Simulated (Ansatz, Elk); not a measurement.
**SrAl4Si2Rh: X-ray structure factors from the self-consistent density**

The structure of SrAl4Si2Rh used here is made up (a known structure type with other elements) and was relaxed beforehand with r2SCAN. The aim is the Fourier transform of its all-electron density, F(hkl), set beside the sum over free spherical atoms that refinements use.

Method: DFT, PBE, all-electron APW+lo, Dirac cores, scalar-relativistic bands, static density, no spin, in Elk 11.2.3 (patched build).

The structure was built from a prototype and need not be the compound's stable phase.

## Step 1: Starting point

The structure is tetragonal, space group P4/mmm (No. 123). Conventional cell: a = 4.210 Å, b = 4.210 Å, c = 8.290 Å, α = 90.00°, β = 90.00°, γ = 90.00°. Nearest to Rh lie 8 Al at 2.51 Å. Nearest to Sr lie 8 Si at 3.21 Å and 8 Al at 3.48 Å. Nearest to Si lie 1 Si at 2.40 Å and 4 Al at 2.63 Å and 4 Sr at 3.21 Å. Al has 2 Rh at 2.51 Å and 2 Si at 2.63 Å and 5 Al at 2.75 to 2.98 Å and 2 Sr at 3.48 Å nearest. Farther neighbours are not listed.

## Step 2: Ground state and structure factors

An all-electron density is needed, since X-rays see the cores too. Task 0 finds the density and task 195 Fourier-transforms it; tshift is off so that phases refer to the origin typed.

elk.in reads:

```
tasks
  0
  195

xctype
  20

spinpol
  .false.

rgkmax
  7.0

gmaxvr
  14.0

lmaxo
  7

lmaxapw
  8

swidth
  0.002

tshift
  .false.

ramdisk
  .false.

hmaxvr
  5.5

maxscl
  120

epspot
  1e-06

sppath
  './'

avec
  7.95581191330 -0.00000000000 0.00000000000
  -0.00000000000 7.95581191330 0.00000000000
  0.00000000000 0.00000000000 15.66634666816

atoms
  4
  'Rh.in'
  1
  0.0000000000 -0.0000000000 -0.0000000000   0.000000 0.000000 0.000000
  'Sr.in'
  1
  -0.0000000000 -0.0000000000 0.5000000000   0.000000 0.000000 0.000000
  'Si.in'
  2
  0.5000000000 0.5000000000 0.6448112353   0.000000 0.000000 0.000000
  0.5000000000 0.5000000000 0.3551887647   0.000000 0.000000 0.000000
  'Al.in'
  4
  0.5000000000 0.0000000000 0.8343060851   0.000000 0.000000 0.000000
  -0.0000000000 0.5000000000 0.8343060851   0.000000 0.000000 0.000000
  0.5000000000 0.0000000000 0.1656939149   0.000000 0.000000 0.000000
  -0.0000000000 0.5000000000 0.1656939149   0.000000 0.000000 0.000000

ngridk
  5 5 3
```

On the command line:

```sh
> OMP_NUM_THREADS=4 elk
```

Numbers of over 12 decimals in the logs are rounded to 6 here.

Output:

```text
┌─────────────────────────┐
│ Elk code version 11.2.3 │
└─────────────────────────┘

All units are atomic (Hartree, Bohr, etc.)

┌─────────────────────────────────────────────────┐
│ Ground-state run starting from atomic densities │
└─────────────────────────────────────────────────┘

Lattice vectors :
   7.955811913      -0.000000000       0.000000000
  -0.000000000       7.955811913       0.000000000
   0.000000000       0.000000000       15.66634667

Reciprocal lattice vectors :
  0.7897604136       0.000000000      -0.000000000
   0.000000000      0.7897604136      -0.000000000
  -0.000000000      -0.000000000      0.4010625732

Unit cell volume      :    991.6005225
Brillouin zone volume :   0.2501513541

Muffin-tin inner radius fraction :   0.1000000000E-01

Nuclei treated as point charges

Species : 1 (Rh)
 parameters loaded from : Rh.in
 name : rhodium
 nuclear charge    :   -45.00000000
 electronic charge :    45.00000000
 atomic mass :    187585.2511
 muffin-tin radius :    2.545805309
 number of radial points in muffin-tin :   1193
 inner part over the whole radius :   0.9992231844E-02
 number on inner part of muffin-tin    :    849
 approximate nuclear radius :   0.8524867730E-04
 number of mesh points to nuclear radius :    423
 atomic positions (lattice), magnetic fields (Cartesian) :
  1 :   0.00000000  0.00000000  0.00000000    0.00000000  0.00000000  0.00000000

Species : 2 (Sr)
 parameters loaded from : Sr.in
 name : strontium
 nuclear charge    :   -38.00000000
 electronic charge :    38.00000000
 atomic mass :    159721.4892
 muffin-tin radius :    2.600000000
 number of radial points in muffin-tin :   1193
 inner part over the whole radius :   0.9909106339E-02
 number on inner part of muffin-tin    :    847
 approximate nuclear radius :   0.8067967193E-04
 number of mesh points to nuclear radius :    415
 atomic positions (lattice), magnetic fields (Cartesian) :
  1 :   0.00000000  0.00000000  0.50000000    0.00000000  0.00000000  0.00000000

Species : 3 (Si)
 parameters loaded from : Si.in
 name : silicon
 nuclear charge    :   -14.00000000
 electronic charge :    14.00000000
 atomic mass :    51196.73458
 muffin-tin radius :    2.200000000
 number of radial points in muffin-tin :    793
 inner part over the whole radius :   0.9899632250E-02
 number on inner part of muffin-tin    :    553
 approximate nuclear radius :   0.5963282101E-04
 number of mesh points to nuclear radius :    246
 atomic positions (lattice), magnetic fields (Cartesian) :
  1 :   0.50000000  0.50000000 -0.35518876    0.00000000  0.00000000  0.00000000
  2 :   0.50000000  0.50000000  0.35518876    0.00000000  0.00000000  0.00000000

Species : 4 (Al)
 parameters loaded from : Al.in
 name : aluminium
 nuclear charge    :   -13.00000000
 electronic charge :    13.00000000
 atomic mass :    49184.33496
 muffin-tin radius :    2.154142954
 number of radial points in muffin-tin :    793
 inner part over the whole radius :   0.9884348600E-02
 number on inner part of muffin-tin    :    552
 approximate nuclear radius :   0.5839653600E-04
 number of mesh points to nuclear radius :    244
 atomic positions (lattice), magnetic fields (Cartesian) :
  1 :   0.50000000  0.00000000 -0.16569391    0.00000000  0.00000000  0.00000000
  2 :   0.00000000  0.50000000 -0.16569391    0.00000000  0.00000000  0.00000000
  3 :   0.50000000  0.00000000  0.16569391    0.00000000  0.00000000  0.00000000
  4 :   0.00000000  0.50000000  0.16569391    0.00000000  0.00000000  0.00000000

Total number of atoms per unit cell :    8
Total muffin-tin volume :    399.4239095
 ratio of muffin-tin to unit cell volume :   0.4028072802

Spin treatment :
 spin-unpolarised

Number of Bravais lattice symmetries :   16
Number of crystal symmetries         :   16
Crystal has inversion symmetry
Real symmetric eigensolver will be used

k-point grid :      5     5     3
k-point offset :    0.000000000       0.000000000       0.000000000
k-point set is reduced with full crystal symmetry group
[...]
Density of states at Fermi energy :    57.21717685
 (states/Hartree/unit cell)

Estimated indirect band gap :   0.2610404998E-02
 from k-point 8 to k-point 3
Estimated direct band gap   :   0.1183289831E-01
 at k-point 8

Charges :
 core                        :    92.00000000
 valence                     :    71.00000000
 interstitial                :    13.52228202
 muffin-tins (core leakage)
  species : 1 (Rh)
[...]
species : 2 (Sr)
[...]
species : 3 (Si)
[...]
species : 4 (Al)
[...]
total in muffin-tins        :    149.4777180
 total calculated charge     :    162.9944515
 total charge                :    163.0000000
 error                       :   0.5548498306E-02

RMS change in Kohn-Sham potential (target) :   0.5316134224     (  0.1000000000E-05)
Absolute change in total energy (target)   :    1.231255703     (  0.1000000000E-03)

[... loops 3 to 14 left out ...]

┌──────────────────┐
│ Loop number : 15 │
└──────────────────┘

Energies :
 Fermi                       :     0.271870
 sum of occupied eigenvalues :     -5563.1933243497
 electron kinetic            :      9818.0326097594
 core electron kinetic       :      9359.9972737659
 Coulomb                     :     -18974.002528689
 Coulomb potential           :     -14912.560850582
 nuclear-nuclear             :     -1099.2091806381
 electron-nuclear            :     -20859.917796467
 Hartree                     :      2985.1244484165
 Madelung                    :     -11517.722103398
 xc potential                :     -468.66508352738
 exchange                    :     -353.20073167477
 correlation                 :     -7.456286
 electron entropic           :    -0.53104546673546E-03
 total energy                :     -9516.6274676217

Density of states at Fermi energy :    40.40433589
 (states/Hartree/unit cell)

Estimated indirect band gap :   0.4897942446E-02
 from k-point 8 to k-point 3
Estimated direct band gap   :   0.1475652948E-01
 at k-point 8

Charges :
 core                        :    92.00000000
 valence                     :    71.00000000
 interstitial                :    13.50102262
 muffin-tins (core leakage)
  species : 1 (Rh)
[...]
species : 2 (Sr)
[...]
species : 3 (Si)
[...]
species : 4 (Al)
[...]
total in muffin-tins        :    149.4989774
 total calculated charge     :    162.9946192
 total charge                :    163.0000000
 error                       :   0.5380822891E-02

RMS change in Kohn-Sham potential (target) :   0.3651066000E-06 (  0.1000000000E-05)
Absolute change in total energy (target)   :   0.9984067401E-04 (  0.1000000000E-03)

Convergence targets achieved

┌──────────────────┐
│ Loop number : 16 │
└──────────────────┘

Energies :
 Fermi                       :     0.271870
 sum of occupied eigenvalues :     -5563.1933081330
 electron kinetic            :      9818.0326258922
 core electron kinetic       :      9359.9972867019
 Coulomb                     :     -18974.002526385
 Coulomb potential           :     -14912.560849416
 nuclear-nuclear             :     -1099.2091806381
 electron-nuclear            :     -20859.917794259
 Hartree                     :      2985.1244485115
 Madelung                    :     -11517.722101677
 xc potential                :     -468.66508460941
 exchange                    :     -353.20073159651
 correlation                 :     -7.456286
 electron entropic           :    -0.53104567942285E-03
 total energy                :     -9516.6274491084

Density of states at Fermi energy :    40.40435555
 (states/Hartree/unit cell)

Estimated indirect band gap :   0.4897927350E-02
 from k-point 8 to k-point 3
Estimated direct band gap   :   0.1475652300E-01
 at k-point 8

Charges :
 core                        :    92.00000000
 valence                     :    71.00000000
 interstitial                :    13.50102248
 muffin-tins (core leakage)
  species : 1 (Rh)
[...]
species : 2 (Sr)
[...]
species : 3 (Si)
[...]
species : 4 (Al)
[...]
atom 2                    :    11.15347935     (  0.5979174232E-03)
   atom 3                    :    11.15347935     (  0.5979174232E-03)
   atom 4                    :    11.15347935     (  0.5979174232E-03)
 total in muffin-tins        :    149.4989775
 total calculated charge     :    162.9946192
 total charge                :    163.0000000
 error                       :   0.5380823195E-02

┌──────────────────────────────┐
│ Self-consistent loop stopped │
└──────────────────────────────┘

Warning : core states of species 3 leak from the muffin-tin :   0.1351416205E-02

Warning : core states of species 4 leak from the muffin-tin :   0.5979174232E-03

Wrote STATE.OUT
```

Wall time 45 s (4 threads of Arm Neoverse V2, shared host); peak memory 0.23 GiB; 99 s of CPU time.

SFACRHO.OUT:

```text

h k l indices transformed by vhmat matrix:
   1.000000000       0.000000000       0.000000000    
   0.000000000       1.000000000       0.000000000    
   0.000000000       0.000000000       1.000000000    

      h      k      l  multipl.   |H|            Re(F)            Im(F)           |F|

      0      0      0      1   0.0000000       163.00000      0.22983025E-16   163.00000    
      0      0     -1      2  0.40106257       15.817686     -0.10320916E-13   15.817686    
      1      0      0      4  0.78976041       51.193731      0.47557301E-14   51.193731    
      0      0     -2      2  0.80212515       47.552607      0.68806108E-14   47.552607    
      0     -1     -1      8  0.88576108       21.128526     -0.34403054E-14   21.128526    
     -1      1      0      4   1.1168899       51.198834      0.29286109E-15   51.198834    
     -1      0      2      8   1.1256670       74.338110     -0.10320916E-13   74.338110    
      1      1      1      8   1.1867157      -25.469287      0.17201527E-13   25.469287    
      0      0      3      2   1.2031877      -12.874662     -0.10939096E-13   12.874662    
     -1      1     -2      8   1.3750810       77.971633      0.43003818E-14   77.971633    
      0      1     -3      8   1.4392297      -11.726538     -0.23947751E-13   11.726538    
      0      2      0      4   1.5795208       114.12366     -0.86787680E-14   114.12366    
      0      0      4      2   1.6042503       28.401640     -0.68806108E-14   28.401640    
      0      2     -1      8   1.6296433       11.391050     -0.13761222E-13   11.391050    
     -1     -1     -3      8   1.6416771       55.078480     -0.45691556E-14   55.078480    
      2     -1      0      8   1.7659580       42.267250     -0.38650972E-14   42.267250    
     -2      0      2      8   1.7715222       39.227342     -0.15481374E-13   39.227342    
      0     -1     -4      8   1.7881109       73.929777      0.27522443E-13   73.929777
```

Elk indexes on the primitive cell of elk.in and gives |H| = 4π sin θ/λ in inverse bohr. Below, one row stands for each form hkl of the conventional cell (m members, Friedel mates merged), F is for one primitive cell and the density is static (no thermal factor). Free-atom factors are Waasmaier and Kirfel's, and R is Σm||F|−|F'||/Σm|F|.

| hkl | m | sin θ/λ (Å⁻¹) | abs F, DFT | neutral atoms | diff. |
| --- | --- | --- | --- | --- | --- |
| 001 | 2 | 0.060 | 15.818 | 15.823 | -0.005 |
| 100 | 4 | 0.119 | 51.194 | 51.173 | +0.021 |
| 002 | 2 | 0.121 | 47.553 | 47.514 | +0.038 |
| 101 | 8 | 0.133 | 21.128 | 20.840 | +0.289 |
| 110 | 4 | 0.168 | 51.199 | 51.200 | -0.001 |
| 102 | 8 | 0.169 | 74.338 | 74.290 | +0.049 |
| 111 | 8 | 0.178 | 25.469 | 25.226 | +0.244 |
| 003 | 2 | 0.181 | 12.875 | 13.079 | -0.204 |
| 112 | 8 | 0.207 | 77.972 | 78.422 | -0.450 |
| 103 | 8 | 0.216 | 11.726 | 11.349 | +0.377 |
| 200 | 4 | 0.237 | 114.124 | 114.927 | -0.803 |
| 004 | 2 | 0.241 | 28.402 | 28.323 | +0.078 |
| 201 | 8 | 0.245 | 11.391 | 11.722 | -0.331 |
| 113 | 8 | 0.247 | 55.078 | 55.754 | -0.676 |
| 210 | 8 | 0.266 | 42.267 | 42.368 | -0.101 |
| 202 | 8 | 0.266 | 39.227 | 39.157 | +0.071 |
| 104 | 8 | 0.269 | 73.930 | 74.474 | -0.544 |
| 211 | 16 | 0.272 | 15.251 | 15.627 | -0.376 |
| 212 | 16 | 0.292 | 61.013 | 61.386 | -0.373 |
| 114 | 8 | 0.294 | 59.039 | 59.047 | -0.008 |
| 203 | 8 | 0.299 | 11.694 | 11.613 | +0.081 |
| 005 | 2 | 0.302 | 21.958 | 22.323 | -0.365 |

## Step 3: The highest occupied states alone

An energy window below the Fermi level keeps the highest occupied states, to see at which angles they scatter; shallow core shells can lie inside it and anion s states outside. No new self-consistency is needed.

elk.in: that of step 2 with these lines changed.

```diff
@@ -1,3 +1,2 @@
 tasks
-  0
   195
@@ -40,2 +39,5 @@
 
+wsfac
+  -0.095620 0.571870
+
 sppath
```

On the command line:

```sh
> OMP_NUM_THREADS=4 elk
```

Output:

```text
┌─────────────────────────────────┐
│ Elk code version 11.2.3 started │
└─────────────────────────────────┘

Info(readinput): the functional depends on the density's gradient
 muffin-tin radial points multiplied by    2.00000
 (not where nrmtscf is given)

┌────────────────────┐
│ Current task : 195 │
└────────────────────┘
Info(checkmt): changed muffin-tin radius of species 1 (Rh) from   2.6000 to   2.5458
Info(checkmt): changed muffin-tin radius of species 4 (Al) from   2.2000 to   2.1541

Info(sfacrho): density structure factors written to SFACRHO.OUT

 Energy window :  -0.9562000000E-01  0.5718700000

┌──────────────────┐
│ Elk code stopped │
└──────────────────┘
```

Run time: 24 s. Hardware: 4 threads; peak memory 0.19 GiB.

States within 10 eV below the Fermi level hold 30.28 electrons; any levels below the window count with the cores, and a count that is not whole means the window cuts a band. Their amplitudes can exceed the total, where window and core parts have opposite phase:

| hkl | sin θ/λ (Å⁻¹) | abs F, window | abs F, all |
| --- | --- | --- | --- |
| 001 | 0.060 | 7.816 | 15.818 |
| 100 | 0.119 | 2.781 | 51.194 |
| 002 | 0.121 | 3.273 | 47.553 |
| 101 | 0.133 | 7.672 | 21.128 |
| 110 | 0.168 | 4.519 | 51.199 |
| 102 | 0.169 | 4.971 | 74.338 |
| 111 | 0.178 | 2.358 | 25.469 |
| 003 | 0.181 | 4.335 | 12.875 |
| 112 | 0.207 | 3.013 | 77.972 |
| 103 | 0.216 | 2.062 | 11.726 |

## Step 4: Another functional

The difference from free atoms is small, so it is set against the change that LDA (Perdew-Wang) makes.

elk.in: that of step 3 with these lines changed.

```diff
@@ -1,2 +1,3 @@
 tasks
+  0
   195
@@ -4,3 +5,3 @@
 xctype
-  20
+  3
 
@@ -39,5 +40,2 @@
 
-wsfac
-  -0.095620 0.571870
-
 sppath
```

On the command line:

```sh
> OMP_NUM_THREADS=4 elk
```

Output:

```text
┌─────────────────────────┐
│ Elk code version 11.2.3 │
└─────────────────────────┘

All units are atomic (Hartree, Bohr, etc.)

┌─────────────────────────────────────────────────┐
│ Ground-state run starting from atomic densities │
└─────────────────────────────────────────────────┘

Lattice vectors :
   7.955811913      -0.000000000       0.000000000
  -0.000000000       7.955811913       0.000000000
   0.000000000       0.000000000       15.66634667

Reciprocal lattice vectors :
  0.7897604136       0.000000000      -0.000000000
[...]
species : 4 (Al)
[...]
atom 3                    :    11.17051794     (  0.6333337294E-03)
   atom 4                    :    11.17051794     (  0.6333337294E-03)
 total in muffin-tins        :    149.6031962
 total calculated charge     :    162.9944215
 total charge                :    163.0000000
 error                       :   0.5578509202E-02

┌──────────────────────────────┐
│ Self-consistent loop stopped │
└──────────────────────────────┘

Warning : core states of species 3 leak from the muffin-tin :   0.1376409709E-02

Warning : core states of species 4 leak from the muffin-tin :   0.6333337294E-03

Wrote STATE.OUT
[key lines of the parts left out:]
total energy                :     -9502.8097084494
```

Elapsed: 27 s, on 4 threads; peak memory 0.19 GiB.

Against the first run R = 0.09 %; the largest change is -0.086 at 313.

## Step 5: A coarser k-mesh

About half the k-points along each axis test the sampling.

elk.in: that of step 4 with these lines changed.

```diff
@@ -5,3 +5,3 @@
 xctype
-  3
+  20
 
@@ -68,2 +68,2 @@
 ngridk
-  5 5 3
+  2 2 2
```

On the command line:

```sh
> OMP_NUM_THREADS=4 elk
```

Output:

```text
┌─────────────────────────┐
│ Elk code version 11.2.3 │
└─────────────────────────┘

All units are atomic (Hartree, Bohr, etc.)

┌─────────────────────────────────────────────────┐
│ Ground-state run starting from atomic densities │
└─────────────────────────────────────────────────┘

Lattice vectors :
   7.955811913      -0.000000000       0.000000000
  -0.000000000       7.955811913       0.000000000
   0.000000000       0.000000000       15.66634667

Reciprocal lattice vectors :
  0.7897604136       0.000000000      -0.000000000
[...]
species : 4 (Al)
[...]
atom 3                    :    11.16172004     (  0.5990169793E-03)
   atom 4                    :    11.16172004     (  0.5990169793E-03)
 total in muffin-tins        :    149.5361236
 total calculated charge     :    162.9945626
 total charge                :    163.0000000
 error                       :   0.5437398806E-02

┌──────────────────────────────┐
│ Self-consistent loop stopped │
└──────────────────────────────┘

Warning : core states of species 3 leak from the muffin-tin :   0.1352809150E-02

Warning : core states of species 4 leak from the muffin-tin :   0.5990169793E-03

Wrote STATE.OUT
[key lines of the parts left out:]
total energy                :     -9516.5834022301
```

It took 39 s on 4 threads; peak memory 0.24 GiB.

Against the first run R = 0.04 %; the largest change is -0.184 at 002.

## Step 6: Settings against the effect

| run | R against the first run (%) | R against neutral atoms, low angle (%) | wall time |
| --- | --- | --- | --- |
| PBE, rgkmax 7 | 0.00 | 0.66 | 45 s |
| LDA (Perdew-Wang) | 0.09 | 0.67 | 27 s |
| k-mesh 2×2×2 | 0.04 | 0.70 | 39 s |

## Step 7: Outcome

```
R against neutral atoms, sin θ/λ < 0.3 Å⁻¹ : 0.66 %
R against neutral atoms, 0.3 to 0.67 Å⁻¹   : 0.23 %
```

What this shows: Independent neutral atoms miss the calculated amplitudes by R = 0.66 % below 0.3 Å⁻¹ and 0.23 % from there to 0.67 Å⁻¹; by shells, 0.50 % below 0.15 Å⁻¹ (4 forms), 0.67 % 0.15 to 0.3 (17 forms), 0.24 % 0.3 to 0.45 (33 forms), 0.23 % above 0.45 (95 forms). Bonding, aspherical density and the tables' own atoms all enter these figures, and the runs don't part them. The largest change of an amplitude is -0.80 electrons, at 200. The window's part falls from 30.3 electrons at the origin to at most 0.40 between 0.45 and 0.67 Å⁻¹. Below 0.3 Å⁻¹ the changes that finished (LDA (Perdew-Wang) and k-mesh 2×2×2) move F by R = 0.09 % at most, against the 0.66 % that separates it from free atoms. The basis has no finished test. These runs have no spin, though d or f shells may be open. Part of the difference isn't bonding: the tables are fits to free atoms and ions calculated by other methods than this functional. Thermal motion, anomalous dispersion and extinction are left out.

[Logs are printed without paths, hosts, clocks, repeated set-up lines and the standing remarks that a program may print on its own settings, such as how far it seeks lower states.]

[Hosts, paths, dates, database ids (printed as entryN), source tags and the programs' standing remarks are cut or masked in the printed files.]
